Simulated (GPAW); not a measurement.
# CsGeBr3 (Pm-3m): G0W0 with GPAW, start to end, part 2 of 2

How does a plane-wave GW calculation on CsGeBr3 (Pm-3m) run from the first input to the gap?

GPAW 26.7.0; LDA and many-body steps on it, plane waves. Known limits of the many-body steps: not at the basis limit; no spin-orbit coupling; coarse k mesh.

So far. Step 2 (Ground state): The gap is direct, at (0.500, 0.500, 0.500). Step 3 (Empty states on the mesh, 2×2×2 mesh, 580 bands): On this mesh the gap is 0.518 eV.

## (4) Screening and self-energy, 2×2×2 mesh, 265 bands, screening to 78 eV

G0W0 replaces the xc potential by the self-energy, built once from these orbitals. Only a window of levels is corrected, while the sums run over the empty bands that the input names.

This step: G0W0 on LDA, plane waves, PAW.

Input file run.py:

```python
import json
import numpy as np
from gpaw.mpi import world
from gpaw.response.g0w0 import G0W0

gw = G0W0('full.gpw',
    filename='gw',
    kpts=[0, 3],
    bands=(15, 19),
    ecut=78,
    nbands=265,
    integrate_gamma='WS',
    ppa=True)
gw.calculate()
res = {mode: {k: v for k, v in r.items() if k != 'sigma_eskwn'}
       for mode, r in gw.all_results.items()}

if world.rank == 0:
    with open('result.json', 'w') as f:
        json.dump(res, f, default=lambda x: x.tolist())
```

On the command line:

```sh
mpirun -n 4 gpaw python run.py
```

Numbers of over 12 decimals in the logs are rounded to 6 here.

What it wrote:

```text
Using integrator: PointIntegrator
FrequencyGridDescriptor(from 0.000+0.000j to 0.000+27.211j eV, 2 points)
Nonperiodic BCs:  [False False False]
Using integrator: PointIntegrator
FrequencyGridDescriptor(from 0.000+0.000j to 0.000+27.211j eV, 2 points)
Nonperiodic BCs:  [False False False]
  ___  _ _ _
 |   || | | |
 | | || | | |
 |__ ||_____|
 |___|

BZ k-points: Symmetries present (total): 48

  [... matrices ...]
8 k-points: 2 x 2 x 2 Monkhorst-Pack grid + [1/4,1/4,1/4]
4 k-points in the irreducible part of the Brillouin zone
       k-points in crystal coordinates                weights
   0:     0.00000000    0.00000000    0.00000000          1/8
   1:     0.50000000    0.00000000    0.00000000          3/8
   2:     0.50000000    0.50000000    0.00000000          3/8
   3:     0.50000000    0.50000000    0.50000000          1/8

Distributing spins, k-points and bands (1 x 2 x 4) over 4 processes
Number of blocks: 1

Quasi particle states:
k-points (IBZ indices): [0, 3]
Band range: (15, 19)
  [... matrices ...]
Computational parameters:
Plane wave cut-off: 78 eV
Number of bands: 265
Coulomb cutoff: None
Broadening: 0.1 eV

fxc modes: GW
Kernel: RPA
Using Godby-Needs plasmon-pole approximation:
  Fitting energy: i*E0, E0 = 1.000 Hartree
Summing all q:

Calculating screened Coulomb potential
No Coulomb truncation
FrequencyGridDescriptor(from 0.000+0.000j to 0.000+27.211j eV, 2 points)
Removing empty qpoint cache files...

Calculating chi0 body with:
    Ground state adapter containing:
    Number of spins: 1
    Number of kpoints: 8
    Number of irreducible kpoints: 4
    Number of completely occupied states: 17
    Number of partially occupied states: 17
    Occupied states memory: 5.6943359375 M / cpu

    Linear response parametrization:
    q_c: [0.0, 0.0, 0.0]
    Number of frequency points: 2
    Planewave cutoff: 78.0
    Number of bands: 265
    Number of planewaves: 251
    Broadening (eta): 1e-06
    comm.size: 4
    kncomm.size: 4
    blockcomm.size: 1

    Memory estimate of potentially large arrays:
        chi0_wGG: 1.922638 M / cpu
Integrating chi0 body.

Symmetries of q_c:
    Direct symmetries (Uq -> q): 48
    Indirect symmetries (TUq -> q): 0
In total 48 allowed symmetries.

  [... matrices ...]
4 groups of equivalent kpoints. 50.0% reduction.

Integral kind: response function
Integrating chi0 head and wings.

Symmetries of q_c:
    Direct symmetries (Uq -> q): 48
    Indirect symmetries (TUq -> q): 0
In total 48 allowed symmetries.

  [... matrices ...]
4 groups of equivalent kpoints. 50.0% reduction.

Integral kind: response function wings

Calculating chi0 body with:
    Ground state adapter containing:
    Number of spins: 1
    Number of kpoints: 8
    Number of irreducible kpoints: 4
    Number of completely occupied states: 17
    Number of partially occupied states: 17
    Occupied states memory: 5.6943359375 M / cpu

    Linear response parametrization:
[... the further q-points ...]

Results:
f:      Occupation numbers
eps:     KS-eigenvalues [eV]
vxc:     KS vxc [eV]
exx:     Exact exchange [eV]
sigma:   Self-energies [eV]
dsigma:  Self-energy derivatives
Z:       Renormalization factors
qp:      QP-energies [eV]

k-point 0 (0): (0.000, 0.000, 0.000)                GW
band       f     eps     vxc     exx   sigma  dsigma       Z      qp
                                                                   GW
  15   1.000   1.024 -16.104 -19.545   2.812  -0.288   0.776   0.535
  16   1.000   1.024 -16.104 -19.545   2.812  -0.288   0.776   0.535
  17   0.000   6.057  -8.882  -4.475  -3.763  -0.205   0.830   6.591
  18   0.000   6.842  -8.030  -3.751  -3.694  -0.201   0.833   7.329

k-point 1 (3): (0.500, 0.500, 0.500)                GW
band       f     eps     vxc     exx   sigma  dsigma       Z      qp
                                                                   GW
  15   1.000   1.439 -16.378 -19.859   2.836  -0.286   0.778   0.937
  16   1.000   3.221 -17.578 -19.106   1.629  -0.276   0.784   3.300
  17   0.000   3.739 -12.800  -8.176  -3.634  -0.263   0.792   4.522
  18   0.000   3.739 -12.800  -8.176  -3.634  -0.263   0.792   4.522
```

Wall time 24 s (4 MPI ranks of Arm Neoverse V2, shared host); peak memory 1.5 GiB; 94 s of CPU time.

This step gave:

* G0W0 gap on the points computed: 1.222 eV
* least direct G0W0 gap on the computed points: 1.222 eV
* Z at the valence top: 0.7836
* Z at the conduction bottom: 0.7915
* starting gap on the mesh: 0.5184 eV
* k of the valence top: 0.5, 0.5, 0.5
* k of the conduction bottom: 0.5, 0.5, 0.5

The gap on the mesh goes from 0.52 eV to 1.22 eV, a correction of +0.70 eV.

Limits: finite bands, cutoff and mesh; no spin-orbit coupling; coarse k mesh. v1 is the top filled band, c1 the lowest empty one. Levels before and after the correction, in eV, zero at the valence-band top of each column:

```
           conduction bottom  valence top
Kohn-Sham               0.52         0.00
     G0W0               1.22         0.00
```

```
                         level  energy (eV)
Kohn-Sham     (0.5 0.5 0.5) v2       -1.782
Kohn-Sham     (0.5 0.5 0.5) v1        0.000
Kohn-Sham  (0.5 0.5 0.5) c1-c2        0.518
     G0W0     (0.5 0.5 0.5) v2       -2.363
     G0W0     (0.5 0.5 0.5) v1        0.000
     G0W0  (0.5 0.5 0.5) c1-c2        1.222
```

## (5) Where the time went

Times are wall times on 4 MPI ranks of Arm Neoverse V2, shared host, good to a factor of about two.

```
                     step   time  share  memory (GiB)
             ground state  7.4 s   10 %          0.66
 empty states on the mesh   46 s   60 %           4.1
screening and self-energy   24 s   31 %           1.5
```

## (6) Results

| Property | Result |
| --- | --- |
| LDA gap | 0.52 eV, direct |
| G0W0 gap on the mesh | 1.22 eV |
| GW settings | 2×2×2 mesh, 265 bands, screening to 78 eV, Godby-Needs plasmon pole |
| known limits | not at the basis limit; no spin-orbit coupling; coarse k mesh |

What this shows: G0W0 moves the gap on the mesh from 0.52 eV to 1.22 eV (+0.70 eV), with Z of 0.78 and 0.79 at the edges. Only 2 of the mesh's irreducible points were corrected, so a valley elsewhere could overtake. The dearest step here is «empty states on the mesh». Bands and cutoff are finite, so the gap is not at the basis limit. The miss can reach some tenths of an eV and take either sign; the mesh is an error of its own. These stock PAW sets were not made for GW; the filled d or f shell of Br and Ge lies in the frozen core, which bears on start and correction. In the G0W0 run levels were corrected at 2 k points alone, so a gap called «on the mesh» is the least over those, and an edge elsewhere would be missed. The 2×2×2 mesh is coarse for this cell, which bears on the long-range parts of exchange and screening. This is the ideal cubic cell; many perovskites, halides above all, are cubic only on average, and local tilts or off-centring can widen the gap. The many-body steps are scalar-relativistic: spin-orbit coupling is not in them.

[Paths, hosts, dates, memory and timing lines, banners, echoed tables and standing remarks are left out of the program output.]

[Logs are printed without paths, hosts, clocks, repeated set-up lines and the standing remarks that a program may print on its own settings, such as how far it seeks lower states.]

[Runs of the session that timed out or met a known fault of the program may be left out.]

[Hosts, paths, dates, database ids (printed as entryN), source tags and the programs' standing remarks are cut or masked in the printed files.]
